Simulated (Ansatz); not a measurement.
# Starting-point dependence of the GW gap of SiO2 (Cristobalite)

Aim: G0W0 for SiO2 (Cristobalite) on several starting functionals, at one mesh, band count and screening cutoff.

Main program and level: Ansatz 0.2.0; G0W0 on several functionals, plane waves, PAW.

Report form: the programs' logs are mostly left out.

The database entry behind the starting cell lists a temperature of 340 K, so it need not match the best structure at ambient conditions.

In doubt: masses and optical values from hybrid runs of this build are listed as unsure (step 4), which bears on the screening that GW takes from such a start.

## (1) Set-up

Symmetry: P4_12_12, No. 92, tetragonal system. Conventional cell: a = 4.982 Å, b = 4.982 Å, c = 6.963 Å, α = 90.00°, β = 90.00°, γ = 90.00°. Si has 4 O at 1.60 to 1.61 Å nearest. Nearest to O lie 2 Si at 1.60 to 1.61 Å. Farther neighbours and most contacts between anions are not listed.

Structure file:

```cif
data_structure
_symmetry_space_group_name_H-M 'P4_12_12'
_symmetry_Int_Tables_number 92
_cell_length_a 4.9820
_cell_length_b 4.9820
_cell_length_c 6.9630
_cell_angle_alpha 90.000
_cell_angle_beta 90.000
_cell_angle_gamma 90.000
_cell_volume 172.82
loop_
_atom_site_label
_atom_site_type_symbol
_atom_site_symmetry_multiplicity
_atom_site_Wyckoff_symbol
_atom_site_fract_x
_atom_site_fract_y
_atom_site_fract_z
_atom_site_occupancy
Si1 Si 4 a 0.29897 0.29897 0.00000 1
O1 O 8 b 0.23989 0.10347 0.17813 1
```

The cell and positions come from the Crystallography Open Database and are kept as given unless a step says otherwise.

## (2) G0W0 on LDA

G0W0 replaces the xc potential by the self-energy, built once from these orbitals. Only a window of levels is corrected, while the sums run over the empty bands that the input names. This step takes PAW set soft_1 files.

This step: G0W0 on LDA, plane waves, PAW; PAW set soft_1.

Contents of input.yaml:

```yaml
crystal:
  lattice:
    - [4.982, 0.0, 0.0]
    - [0.0, 4.982, 0.0]
    - [0.0, 0.0, 6.963]
  atoms:
    - { symbol: Si, position: [0.29897, 0.29897, 0.0] }
    - { symbol: Si, position: [0.20103, 0.79897, 0.25] }
    - { symbol: Si, position: [0.70103, 0.70103, 0.5] }
    - { symbol: Si, position: [0.79897, 0.20103, 0.75] }
    - { symbol: O, position: [0.23989, 0.10347, 0.17813] }
    - { symbol: O, position: [0.39653, 0.73989, 0.42813] }
    - { symbol: O, position: [0.76011, 0.89653, 0.67813] }
    - { symbol: O, position: [0.60347, 0.26011, 0.92813] }
    - { symbol: O, position: [0.73989, 0.39653, 0.57187] }
    - { symbol: O, position: [0.89653, 0.76011, 0.32187] }
    - { symbol: O, position: [0.26011, 0.60347, 0.07187] }
    - { symbol: O, position: [0.10347, 0.23989, 0.82187] }
kpoints:
  mp_grid: { grid: [4, 4, 2] }
hamiltonian:
  xc: lda
  pseudopotentials: { kind: paw, azcp: { folder: soft_1 }, xc_functional: pbe }
scf:
  occupations: { method: fixed }
gw:
  n_empty_bands: 440
  ecut_chi: 108
  qp_bands: [v4, c4]
  qp_kpoints: band_edges
  screening: { model: contour_deformation }
```

Run with:

```bash
ansatz run input.yaml --threads 3 --pin off --max-ram 92160MiB --backend cuda --events-out ev --progress --plain --runs-dir out --devices 1 --max-vram 13GiB
```

Elapsed: 23 s, on 1 × NVIDIA H100 80GB HBM3 (shared by 6 runs) with 3 threads of AMD EPYC 7R13 (Zen 3), shared host; peak memory 1.8 GiB; 28 s of CPU time.

This step gave:

```yaml
bands_summed: 472
rpa_eps_infinity_on_this_mesh_eigenvalues: 2.206, 2.214, 2.214
plane_waves_in_the_screening_matrix: 451
q_points_in_the_mesh: 32
g0w0_gap_on_the_mesh: 8.544 eV
k_of_the_valence_top: 0, 0, 0
k_of_the_conduction_bottom: 0, 0, 0
starting_gap_on_the_mesh: 5.520 eV
z_at_the_valence_top: 0.8072
z_at_the_conduction_bottom: 0.8743
least_direct_g0w0_gap_on_the_computed_points: 8.544 eV
```

The gap on the mesh goes from 5.52 eV to 8.54 eV, a correction of +3.02 eV. Between the two edge states, bare exchange in place of the xc potential would open the gap by 10.37 eV, and correlation takes back 7.35 eV.

## (3) G0W0 on PBE

One-shot GW remembers its start. Another functional's orbitals and levels show by how much.

This step: G0W0 on PBE, plane waves, PAW; PAW set soft_1.

Edit input.yaml of step 2 so:

```diff
@@ -21,4 +21,4 @@
 hamiltonian:
-  xc: lda
-  pseudopotentials: { kind: paw, azcp: { folder: soft_1 }, xc_functional: pbe }
+  xc: pbe
+  pseudopotentials: { kind: paw, azcp: { folder: soft_1 } }
 scf:
```

It took 29 s on 1 × NVIDIA H100 80GB HBM3 (shared by 6 runs) with 3 threads; peak memory 1.8 GiB; 40 s of CPU time.

This step gave:

- bands summed: 472
- RPA ε∞ on this mesh (eigenvalues): 2.160, 2.166, 2.166
- plane waves in the screening matrix: 451
- q-points in the mesh: 32
- G0W0 gap on the mesh: 8.602 eV
- k of the valence top: 0, 0, 0
- k of the conduction bottom: 0, 0, 0
- starting gap on the mesh: 5.765 eV
- Z at the valence top: 0.8110
- Z at the conduction bottom: 0.8764
- least direct G0W0 gap on the computed points: 8.602 eV

Against the run with 4×4×2 mesh, 440 empty bands, screening to 108 eV, PAW set soft_1 files on LDA, the gap moves by +0.06 eV, while the start moved by +0.24 eV.

## (4) G0W0 on HSE06

This step: G0W0 on HSE06, plane waves, PAW; PAW set soft_1.

Edit input.yaml of step 3 so:

```diff
@@ -21,3 +21,3 @@
 hamiltonian:
-  xc: pbe
+  xc: hse06
   pseudopotentials: { kind: paw, azcp: { folder: soft_1 } }
```

The job ended after 76 s (1 × NVIDIA H100 80GB HBM3 (shared by 6 runs) with 3 threads; peak memory 2.2 GiB; 78 s of CPU time).

This step gave:

```yaml
bands_summed: 472
rpa_eps_infinity_on_this_mesh_eigenvalues: 1.957, 1.960, 1.960
plane_waves_in_the_screening_matrix: 451
g0w0_gap_on_the_mesh: 9.337 eV
k_of_the_valence_top: 0, 0, 0
k_of_the_conduction_bottom: 0, 0, 0
starting_gap_on_the_mesh: 7.539 eV
least_direct_g0w0_gap_on_the_computed_points: 9.337 eV
```

Against the run with 4×4×2 mesh, 440 empty bands, screening to 108 eV, PAW set soft_1 files on PBE, the gap moves by +0.74 eV, while the start moved by +1.77 eV.

## (5) The starts together

All on the 4×4×2 mesh with 440 empty bands and screening to 108 eV. Times are wall times on 1 × NVIDIA H100 80GB HBM3 (shared by 6 runs) with 3 threads of AMD EPYC 7R13 (Zen 3), shared host, good to a factor of about two.

| start | starting gap (eV) | shift (eV) | G0W0 gap (eV) | RPA ε∞ (harmonic mean) | Z (valence, conduction) | time |
| --- | --- | --- | --- | --- | --- | --- |
| LDA | 5.52 | +3.02 | 8.54 | 2.21 | 0.81, 0.87 | 23 s |
| PBE | 5.77 | +2.84 | 8.60 | 2.16 | 0.81, 0.88 | 29 s |
| HSE06 | 7.54 | +1.80 | 9.34 | 1.96 | 0.84, 0.90 | 76 s |

The parts of the quasiparticle energy at the two band edges (eV; QP = start + Σx + Σc − Vxc):

| run | edge | start | Σx | Σc | Vxc | Z | QP |
| --- | --- | --- | --- | --- | --- | --- | --- |
| LDA | valence top | 0.99 | -26.75 | 4.17 | -21.02 | 0.81 | -0.58 |
| LDA | conduction bottom | 6.51 | -6.39 | -3.18 | -11.03 | 0.87 | 7.97 |
| PBE | valence top | 1.32 | -26.84 | 4.17 | -20.93 | 0.81 | -0.41 |
| PBE | conduction bottom | 7.09 | -6.53 | -3.12 | -10.75 | 0.88 | 8.19 |
| HSE06 | valence top | -0.01 | -26.84 | 3.67 | -22.25 | 0.84 | -0.92 |
| HSE06 | conduction bottom | 7.53 | -5.84 | -2.85 | -9.58 | 0.90 | 8.42 |

For a hybrid start, Vxc holds its share of exact exchange.

## (6) What came out

| Item | Value |
| --- | --- |
| G0W0@LDA | 8.54 eV (start 5.52 eV) |
| G0W0@PBE | 8.60 eV (start 5.77 eV) |
| G0W0@HSE06 | 9.34 eV (start 7.54 eV) |
| known limits | not at the basis limit; coarse k mesh |

In words: The starting gaps span 2.02 eV and the G0W0 gaps 0.79 eV. Between LDA and HSE06, 0.79 eV of the 2.02 eV survives, 39 %. HSE06 screens less than LDA (ε∞ 1.96 against 2.21). Of the 0.79 eV by which its G0W0 gap is higher, the correlation part gives +0.82 eV, and exchange with the one-particle terms, which follow the orbitals, −0.02 eV. The smallest correction, +1.80 eV, is on HSE06, the start nearest to reproducing itself. Bands and cutoff are finite, so the gap is not at the basis limit. The miss can reach some tenths of an eV and take either sign; the mesh is an error of its own. The 4×4×2 mesh is coarse for this cell (its supercell is 14 Å along the shortest edge). The RPA ε∞ on it, from the LDA start, is 2.21; such meshes misread the long-range screening, most where the gap is narrow.

[Paths, hosts, dates, memory and timing lines, banners, echoed tables and standing remarks are left out of the program output.]

[Logs are printed without paths, hosts, clocks, repeated set-up lines and the standing remarks that a program may print on its own settings, such as how far it seeks lower states.]

[Runs of the session that timed out or met a known fault of the program may be left out.]

[Cells called generated may have been cut or substituted from an entry of the Crystallography Open Database or the Materials Project.]

[Hosts, paths, dates, database ids (printed as entryN), source tags and the programs' standing remarks are cut or masked in the printed files.]
